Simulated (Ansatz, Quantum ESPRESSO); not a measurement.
## HoBi (Fm-3m): zone-centre phonons

Which modes does HoBi (Fm-3m) have at the zone centre?

Calculated with Quantum ESPRESSO 7.5; DFT PBEsol, scalar-relativistic, plane waves, PseudoDojo norm-conserving, 4f in core pseudopotentials.

### 1. Set-up

The structure is cubic, space group Fm-3m (No. 225). The conventional cell has a = 6.228 Å, b = 6.228 Å, c = 6.228 Å, α = 90.00°, β = 90.00°, γ = 90.00°. Nearest to Ho lie 6 Bi at 3.11 Å. Bi has 6 Ho at 3.11 Å nearest. Farther neighbours are not listed.

### 2. A first look

A cheap run with smearing and empty bands tells whether the crystal has a gap, which decides between fixed occupations and smearing later on.

probe.in reads:

```
&control
   calculation = 'scf'
   prefix = 'x'
   outdir = './tmp'
   pseudo_dir = './pseudo'
   tprnfor = .true.
   tstress = .true.
   verbosity = 'high'
/
&system
   ibrav = 2
   celldm(1) = 11.7692143
   nat = 2
   ntyp = 2
   ecutwfc = 58.0
   input_dft = 'pbesol'
   occupations = 'smearing'
   smearing = 'gaussian'
   degauss = 0.01
/
&electrons
   conv_thr = 1.0d-07
   mixing_beta = 0.7
   electron_maxstep = 100
/
ATOMIC_SPECIES
 Ho    164.9303  Ho.upf
 Bi    208.9804  Bi.upf
ATOMIC_POSITIONS crystal
 Ho     0.000000000   0.000000000   0.000000000
 Bi     0.500000000   0.500000000   0.500000000
K_POINTS automatic
 6 6 6 0 0 0
```

Command:

```bash
$ OMP_NUM_THREADS=1 mpirun -n 4 pw.x -nk 4 -in probe.in > probe.out
```

The program printed:

```text
[banners, grids, parts of the stress and lines that vanish by symmetry left out]
Program PWSCF v.7.5
     IMPORTANT: XC functional enforced from input :
     Exchange-correlation= PBESOL
                           (   1   4  10   8   0   0   0)
[...]
kinetic-energy cutoff     =      58.0000  Ry
     charge density cutoff     =     232.0000  Ry
     scf convergence threshold =      1.0E-07
[...]
Exchange-correlation= PBESOL
                           (   1   4  10   8   0   0   0)
[...]
48 Sym. Ops., with inversion, found
[...]
(     0          1          0      )
                  (     0          0          1      )
[...]
(  0.0000000  1.0000000  0.0000000 )
                  (  0.0000000  0.0000000  1.0000000 )
[...]
(     1          0         -1      )
[...]
(  0.0000000 -1.0000000  0.0000000 )
[...]
(     0          1         -1      )
                  (     0          1          0      )
[...]
( -1.0000000  0.0000000  0.0000000 )
                  (  0.0000000  1.0000000  0.0000000 )
[...]
number of k points=    16  Gaussian smearing, width (Ry)=  0.0100
[...]
End of self-consistent calculation
[...]
the Fermi energy is    10.9488 ev
!    total energy              =    -252.08845999 Ry
[...]
convergence has been achieved in   6 iterations
[...]
atom    1 type  1   force =     0.00000000    0.00000000   -0.00000000
     atom    2 type  2   force =     0.00000000    0.00000000    0.00000000
[...]
Total force =     0.000000     Total SCF correction =     0.000000
[...]
total   stress  (Ry/bohr**3)                   (kbar)     P=      -12.33
[...]
XML data file, charge density, pseudopotentials, collected wavefunctions

   JOB DONE.
```

Elapsed: 4.1 s, on 4 MPI ranks of Arm Neoverse V2, shared host; 16 s of CPU time.

This step gave:

| Item | Value |
| --- | --- |
| volume per atom | 30.20 Å³ |
| pressure | -1.233 GPa |
| gap on the k-mesh | 0 eV |

No gap opens on this mesh, so smearing is kept; the start stands at -1.2 GPa.

### 3. Relaxing the cell and atoms

Frequencies change by per cents with a per cent of volume, so the structure is first brought to rest at this level of theory.

relax.in reads:

```
&control
   calculation = 'vc-relax'
   prefix = 'x'
   outdir = './tmp'
   pseudo_dir = './pseudo'
   tprnfor = .true.
   tstress = .true.
   forc_conv_thr = 2.0d-05
   etot_conv_thr = 1.0d-07
   nstep = 40
/
&system
   ibrav = 2
   celldm(1) = 11.7692143
   nat = 2
   ntyp = 2
   ecutwfc = 58.0
   input_dft = 'pbesol'
   occupations = 'smearing'
   smearing = 'mv'
   degauss = 0.02
/
&electrons
   conv_thr = 1.0d-11
   mixing_beta = 0.7
   electron_maxstep = 100
/
&ions
/
&cell
   press_conv_thr = 0.1
/
ATOMIC_SPECIES
 Ho    164.9303  Ho.upf
 Bi    208.9804  Bi.upf
ATOMIC_POSITIONS crystal
 Ho     0.000000000   0.000000000   0.000000000
 Bi     0.500000000   0.500000000   0.500000000
K_POINTS automatic
 8 8 8 0 0 0
```

Command:

```bash
$ OMP_NUM_THREADS=1 mpirun -n 4 pw.x -nk 4 -in relax.in > relax.out
```

The program printed:

```text
[banners, grids, parts of the stress and lines that vanish by symmetry left out]
[banner, memory and clock lines left out]
Program PWSCF v.7.5

[...]
Exchange-correlation= PBESOL
                           (   1   4  10   8   0   0   0)
[...]
kinetic-energy cutoff     =      58.0000  Ry
     charge density cutoff     =     232.0000  Ry
     scf convergence threshold =      1.0E-11
[...]
energy convergence thresh.=      1.0E-07
     force convergence thresh. =      2.0E-05
     press convergence thresh. =      1.0E-01
     Exchange-correlation= PBESOL
                           (   1   4  10   8   0   0   0)
[...]
48 Sym. Ops., with inversion, found
[...]
number of k points=    29  Marzari-Vanderbilt smearing, width (Ry)=  0.0200
[...]
End of self-consistent calculation
[...]
the Fermi energy is    11.1555 ev
!    total energy              =    -252.08896397 Ry
[...]
convergence has been achieved in  10 iterations
[...]
atom    1 type  1   force =     0.00000000    0.00000000   -0.00000000
     atom    2 type  2   force =     0.00000000    0.00000000    0.00000000
     Total force =     0.000000     Total SCF correction =     0.000000
[...]
total   stress  (Ry/bohr**3)                   (kbar)     P=      -12.32
[...]
number of bfgs steps    =   0
[...]
CELL_PARAMETERS (alat= 11.76921430)
[...]
ATOMIC_POSITIONS (crystal)
Ho              -0.0000000000       -0.0000000000        0.0000000000
Bi               0.5000000000        0.5000000000        0.5000000000
[...]
New effective cutoffs (rho, wfc):  232.40   58.22
[...]
End of self-consistent calculation
[...]
the Fermi energy is    11.2431 ev
!    total energy              =    -252.08914373 Ry
[...]
convergence has been achieved in   6 iterations
[...]
atom    1 type  1   force =    -0.00000000   -0.00000000   -0.00000000
     atom    2 type  2   force =     0.00000000    0.00000000    0.00000000
     Total force =     0.000000     Total SCF correction =     0.000000
[...]
total   stress  (Ry/bohr**3)                   (kbar)     P=       -8.36
[...]
number of bfgs steps    =   1
[...]
CELL_PARAMETERS (alat= 11.76921430)
[...]
ATOMIC_POSITIONS (crystal)
Ho              -0.0000000000       -0.0000000000        0.0000000000
Bi               0.5000000000        0.5000000000        0.5000000000
[...]
New effective cutoffs (rho, wfc):  233.87   58.59
[...]
End of self-consistent calculation
[...]
the Fermi energy is    11.3757 ev
!    total energy              =    -252.08928171 Ry
[...]
convergence has been achieved in   9 iterations
[...]
atom    1 type  1   force =    -0.00000000   -0.00000000   -0.00000000
     atom    2 type  2   force =    -0.00000000   -0.00000000    0.00000000
     Total force =     0.000000     Total SCF correction =     0.000000
[...]
total   stress  (Ry/bohr**3)                   (kbar)     P=       -2.25
[...]
number of bfgs steps    =   2
[...]
CELL_PARAMETERS (alat= 11.76921430)
[...]
ATOMIC_POSITIONS (crystal)
[...]
New effective cutoffs (rho, wfc):  234.41   58.72
[...]
End of self-consistent calculation
[...]
the Fermi energy is    11.4244 ev
!    total energy              =    -252.08929213 Ry
[...]
convergence has been achieved in   8 iterations
[...]
atom    1 type  1   force =    -0.00000000    0.00000000   -0.00000000
     atom    2 type  2   force =    -0.00000000   -0.00000000   -0.00000000
     Total force =     0.000000     Total SCF correction =     0.000000
[...]
total   stress  (Ry/bohr**3)                   (kbar)     P=        0.03
[...]
number of bfgs steps    =   3
[...]
small trust_radius: resetting bfgs history
[...]
CELL_PARAMETERS (alat= 11.76921430)
[...]
ATOMIC_POSITIONS (crystal)
[...]
New effective cutoffs (rho, wfc):  234.41   58.72
[...]
End of self-consistent calculation
[...]
the Fermi energy is    11.4241 ev
!    total energy              =    -252.08929213 Ry
[...]
convergence has been achieved in   4 iterations
[...]
atom    1 type  1   force =    -0.00000000    0.00000000   -0.00000000
     atom    2 type  2   force =    -0.00000000   -0.00000000    0.00000000
     Total force =     0.000000     Total SCF correction =     0.000000
[...]
total   stress  (Ry/bohr**3)                   (kbar)     P=        0.02
[...]
bfgs converged in   5 scf cycles and   4 bfgs steps
[...]
End of BFGS Geometry Optimization
     Final enthalpy           =    -252.0892921338 Ry
     File ./tmp/x.bfgs deleted, as requested
[...]
CELL_PARAMETERS (alat= 11.76921430)
[...]
ATOMIC_POSITIONS (crystal)
Ho              -0.0000000000       -0.0000000000        0.0000000000
Bi               0.5000000000        0.5000000000        0.5000000000
[...]
Final scf calculation at the relaxed structure.
[...]
kinetic-energy cutoff     =      58.0000  Ry
     charge density cutoff     =     232.0000  Ry
     scf convergence threshold =      1.0E-13
[...]
press convergence thresh. =      1.0E-01
     Exchange-correlation= PBESOL
                           (   1   4  10   8   0   0   0)
[...]
48 Sym. Ops., with inversion, found
[...]
number of k points=    29  Marzari-Vanderbilt smearing, width (Ry)=  0.0200
[...]
c_bands:  1 eigenvalues not converged
[...]
End of self-consistent calculation
[...]
the Fermi energy is    11.4242 ev
!    total energy              =    -252.08908360 Ry
[...]
convergence has been achieved in  11 iterations
[...]
atom    1 type  1   force =     0.00000000    0.00000000    0.00000000
     atom    2 type  2   force =     0.00000000    0.00000000   -0.00000000
     Total force =     0.000000     Total SCF correction =     0.000000
[...]
total   stress  (Ry/bohr**3)                   (kbar)     P=       -0.90
[...]
XML data file, charge density, pseudopotentials, collected wavefunctions
```

The job ended after 45 s (4 MPI ranks).

Step by step:

| step | energy less that of the first step (eV) | largest force (eV/Å) | pressure (GPa) | volume (Å³) |
| --- | --- | --- | --- | --- |
| 1 | 0.0000 | 0.0000 | -1.23 | 60.39 |
| 2 | -0.0024 | 0.0000 | -0.84 | 60.01 |
| 3 | -0.0043 | 0.0000 | -0.23 | 59.45 |
| 4 | -0.0045 | 0.0000 | 0.00 | 59.24 |
| 5 | -0.0045 | 0.0000 | 0.00 | 59.25 |
| 6 | -0.0016 | 0.0000 | -0.09 | 59.25 |

| conventional cell, symmetrised | before | after | change |
| --- | --- | --- | --- |
| a (Å) | 6.228 | 6.188 | -0.6 % |
| b (Å) | 6.228 | 6.188 | -0.6 % |
| c (Å) | 6.228 | 6.188 | -0.6 % |
| volume (Å³/atom) | 30.20 | 29.62 | -1.9 % |

The relaxed structure:

```xyz
2
Lattice="-3.0942 0.0000 3.0942 0.0000 3.0942 3.0942 -3.0942 3.0942 0.0000" Properties=species:S:1:pos:R:3 pbc="T T T"
Ho    0.0000    0.0000    0.0000
Bi   -3.0942    3.0942    3.0942
```

The last row of the table of steps is pw.x's closing run on a basis chosen anew for the final cell, so its energy can jump.

Numbers from this step:

```yaml
volume_per_atom: 29.62 Å³
pressure: -0.09000 GPa
```

The volume changes by -1.9 % from the cell with which this run began.

### 4. Ground state

Perturbation theory inherits every error of the wavefunctions, so the threshold is set near the limit of the arithmetic. Smearing stays on, as the first look found no gap above 0.3 eV.

scf.in reads:

```
&control
   calculation = 'scf'
   prefix = 'x'
   outdir = './tmp'
   pseudo_dir = './pseudo'
   tprnfor = .true.
   tstress = .true.
/
&system
   ibrav = 2
   celldm(1) = 11.69421046
   nat = 2
   ntyp = 2
   ecutwfc = 58.0
   input_dft = 'pbesol'
   occupations = 'smearing'
   smearing = 'mv'
   degauss = 0.02
/
&electrons
   conv_thr = 1.0d-12
   mixing_beta = 0.7
   electron_maxstep = 100
/
ATOMIC_SPECIES
 Ho    164.9303  Ho.upf
 Bi    208.9804  Bi.upf
ATOMIC_POSITIONS crystal
 Ho     0.000000000   0.000000000   0.000000000
 Bi     0.500000000   0.500000000   0.500000000
K_POINTS automatic
 8 8 8 0 0 0
```

Command:

```bash
$ OMP_NUM_THREADS=1 mpirun -n 4 pw.x -nk 4 -in scf.in > scf.out
```

The program printed:

```text
[banners, grids, parts of the stress and lines that vanish by symmetry left out]
[banner, memory and clock lines left out]
Program PWSCF v.7.5

[...]
Exchange-correlation= PBESOL
                           (   1   4  10   8   0   0   0)
[...]
kinetic-energy cutoff     =      58.0000  Ry
     charge density cutoff     =     232.0000  Ry
     scf convergence threshold =      1.0E-12
[...]
Exchange-correlation= PBESOL
                           (   1   4  10   8   0   0   0)
[...]
48 Sym. Ops., with inversion, found
[...]
number of k points=    29  Marzari-Vanderbilt smearing, width (Ry)=  0.0200
[...]
End of self-consistent calculation
[...]
the Fermi energy is    11.4242 ev
!    total energy              =    -252.08908360 Ry
[...]
convergence has been achieved in  10 iterations
[...]
atom    1 type  1   force =     0.00000000    0.00000000    0.00000000
     atom    2 type  2   force =     0.00000000    0.00000000    0.00000000
     Total force =     0.000000     Total SCF correction =     0.000000
[...]
total   stress  (Ry/bohr**3)                   (kbar)     P=       -0.90
[...]
XML data file, charge density, pseudopotentials, collected wavefunctions
```

Wall time 9.8 s (4 MPI ranks); 39 s of CPU time.

The cell stands at -0.090 GPa, close enough for phonons.

### 5. Zone-centre response

At q = 0 one unit cell holds all displacements; symmetry groups them into irreducible representations that are solved one by one. With smeared occupations no response to a homogeneous field can be asked.

ph.in reads:

```
phonons
&inputph
   prefix = 'x'
   outdir = './tmp'
   fildyn = 'g.dyn'
   tr2_ph = 1.0d-18
   alpha_mix(1) = 0.4
   nmix_ph = 8
/
0.000000000 0.000000000 0.000000000
```

Command:

```bash
$ OMP_NUM_THREADS=1 mpirun -n 4 ph.x -nk 4 -in ph.in > ph.out
```

The program printed:

```text
[banners, grids, parts of the stress and lines that vanish by symmetry left out]
[banner, memory and clock lines left out]
Program PHONON v.7.5

     ./tmp/x.save/

     IMPORTANT: XC functional enforced from input :
     Exchange-correlation= PBESOL
                           (   1   4  10   8   0   0   0)
     Any further DFT definition will be discarded
     Please, verify this is what you really want

     G-vector sticks info

     Reading collected, re-writing distributed wavefunctions in ./tmp/

     Number and degeneracy of irreps per q-point
       N         xq(1)         xq(2)         xq(3)   N irreps
       1   0.000000000   0.000000000   0.000000000       2
        3   3

     Calculation of q =    0.0000000   0.0000000   0.0000000

     phonons

     bravais-lattice index     =            2
     lattice parameter (alat)  =      11.6942  a.u.
     unit-cell volume          =     399.8091 (a.u.)^3
     number of atoms/cell      =            2
     number of atomic types    =            2
     kinetic-energy cut-off    =      58.0000  Ry
     charge density cut-off    =     232.0000  Ry
     convergence threshold     =      1.0E-18
     beta                      =       0.4000
     number of iterations used =            8
     Exchange-correlation= PBESOL
                           (   1   4  10   8   0   0   0)

     celldm(1)=   11.69421  celldm(2)=    0.00000  celldm(3)=    0.00000
     celldm(4)=    0.00000  celldm(5)=    0.00000  celldm(6)=    0.00000

     crystal axes: (cart. coord. in units of alat)
               a(1) = ( -0.5000  0.0000  0.5000 )
               a(2) = (  0.0000  0.5000  0.5000 )
               a(3) = ( -0.5000  0.5000  0.0000 )

     reciprocal axes: (cart. coord. in units 2 pi/alat)
               b(1) = ( -1.0000 -1.0000  1.0000 )
               b(2) = (  1.0000  1.0000  1.0000 )
               b(3) = ( -1.0000  1.0000 -1.0000 )

     Atoms inside the unit cell:

     Cartesian axes

     site n.  atom      mass           positions (alat units)
        1  Ho    164.9303   tau(    1) = (    0.00000    0.00000    0.00000  )
        2  Bi    208.9804   tau(    2) = (   -0.50000    0.50000    0.50000  )

     Computing dynamical matrix for
                    q = (   0.0000000   0.0000000   0.0000000 )

     49 Sym.Ops. (with q -> -q+G )

     G cutoff =  803.6558  (  23829 G-vectors)     FFT grid: ( 45, 45, 45)

     number of k points=    29  Marzari-Vanderbilt smearing, width (Ry)=  0.0200
                       cart. coord. in units 2pi/alat
        k(    1) = (   0.0000000   0.0000000   0.0000000), wk =   0.0039062
        k(    2) = (  -0.1250000   0.1250000  -0.1250000), wk =   0.0312500
        k(    3) = (  -0.2500000   0.2500000  -0.2500000), wk =   0.0312500
        [... further k-points left out ...]

     PseudoPot. # 1 for Ho read from file:
     ./pseudo/Ho.upf
     Pseudo is Norm-conserving + core correction, Zval = 11.0
     Using radial grid of 1866 points,  7 beta functions with:
                l(1) =   0
                l(2) =   0
                l(3) =   1
                l(4) =   1
                l(5) =   2
                l(6) =   2
                l(7) =   3

     PseudoPot. # 2 for Bi read from file:
     ./pseudo/Bi.upf
     Pseudo is Norm-conserving + core correction, Zval = 15.0
     Using radial grid of 1472 points,  6 beta functions with:
                l(1) =   0
                l(2) =   0
                l(3) =   1
                l(4) =   1
                l(5) =   2
                l(6) =   2

     Mode symmetry, O_h (m-3m)  point group:

     Atomic displacements:
     There are    2 irreducible representations

     Representation     1      3 modes -  To be done

     Representation     2      3 modes -  To be done

     Alpha used in Ewald sum =   2.2000

     Representation #   1 modes #   1   2   3

     Self-consistent Calculation
      thresh= 1.000E-02 alpha_mix =  0.400 |ddv_scf|^2 =  1.970E-06
      thresh= 1.404E-04 alpha_mix =  0.400 |ddv_scf|^2 =  2.203E-08
      thresh= 1.484E-05 alpha_mix =  0.400 |ddv_scf|^2 =  1.339E-09
      thresh= 3.659E-06 alpha_mix =  0.400 |ddv_scf|^2 =  6.836E-11
      thresh= 8.268E-07 alpha_mix =  0.400 |ddv_scf|^2 =  3.488E-12
      thresh= 1.868E-07 alpha_mix =  0.400 |ddv_scf|^2 =  5.948E-14
      thresh= 2.439E-08 alpha_mix =  0.400 |ddv_scf|^2 =  1.120E-14
      thresh= 1.058E-08 alpha_mix =  0.400 |ddv_scf|^2 =  7.933E-17
      thresh= 8.907E-10 alpha_mix =  0.400 |ddv_scf|^2 =  1.255E-18
      thresh= 1.120E-10 alpha_mix =  0.400 |ddv_scf|^2 =  1.744E-19

     End of self-consistent calculation

     Convergence has been achieved

     Representation #   2 modes #   4   5   6

     Self-consistent Calculation
      thresh= 1.000E-02 alpha_mix =  0.400 |ddv_scf|^2 =  5.344E-07
      thresh= 7.310E-05 alpha_mix =  0.400 |ddv_scf|^2 =  2.878E-08
      thresh= 1.696E-05 alpha_mix =  0.400 |ddv_scf|^2 =  6.995E-10
      thresh= 2.645E-06 alpha_mix =  0.400 |ddv_scf|^2 =  7.136E-11
      thresh= 8.447E-07 alpha_mix =  0.400 |ddv_scf|^2 =  1.187E-12
      thresh= 1.090E-07 alpha_mix =  0.400 |ddv_scf|^2 =  2.183E-14
      thresh= 1.477E-08 alpha_mix =  0.400 |ddv_scf|^2 =  2.518E-15
      thresh= 5.018E-09 alpha_mix =  0.400 |ddv_scf|^2 =  3.074E-17
      thresh= 5.544E-10 alpha_mix =  0.400 |ddv_scf|^2 =  5.089E-19

     End of self-consistent calculation

     Convergence has been achieved

     Number of q in the star =    1
     List of q in the star:
          1   0.000000000   0.000000000   0.000000000

     Diagonalizing the dynamical matrix

     q = (    0.000000000   0.000000000   0.000000000 )

 **************************************************************************
     freq (    1) =      -0.054173 [THz] =      -1.807031 [cm-1]
     freq (    2) =      -0.054173 [THz] =      -1.807031 [cm-1]
     freq (    3) =      -0.054173 [THz] =      -1.807031 [cm-1]
     freq (    4) =       3.735471 [THz] =     124.601911 [cm-1]
     freq (    5) =       3.735471 [THz] =     124.601911 [cm-1]
     freq (    6) =       3.735471 [THz] =     124.601911 [cm-1]
 **************************************************************************

     Mode symmetry, O_h (m-3m)  point group:

     freq (   1-   3) =         -1.8  [cm-1]   --> T_1u G_15  G_4- I
     freq (   4-   6) =        124.6  [cm-1]   --> T_1u G_15  G_4- I
```

It took 2.2 min on 4 MPI ranks; 8.9 min of CPU time.

Read from the output:

* largest acoustic frequency at the zone centre before the sum rule: -1.81 cm⁻¹
* highest optical zone-centre mode (no LO-TO term): 124.6 cm⁻¹
* lowest optical zone-centre mode: 124.6 cm⁻¹

The acoustic modes at Γ come out as far as 1.8 cm⁻¹ from zero, where they should vanish, a small numerical error.

[end of part 1 of 2]

[Host names and launcher messages were left out of these logs when they were recorded.]

[Logs are printed without paths, hosts, clocks, repeated set-up lines and the standing remarks that a program may print on its own settings, such as how far it seeks lower states.]

[Hosts, paths, dates, database ids (printed as entryN), source tags and the programs' standing remarks are cut or masked in the printed files.]
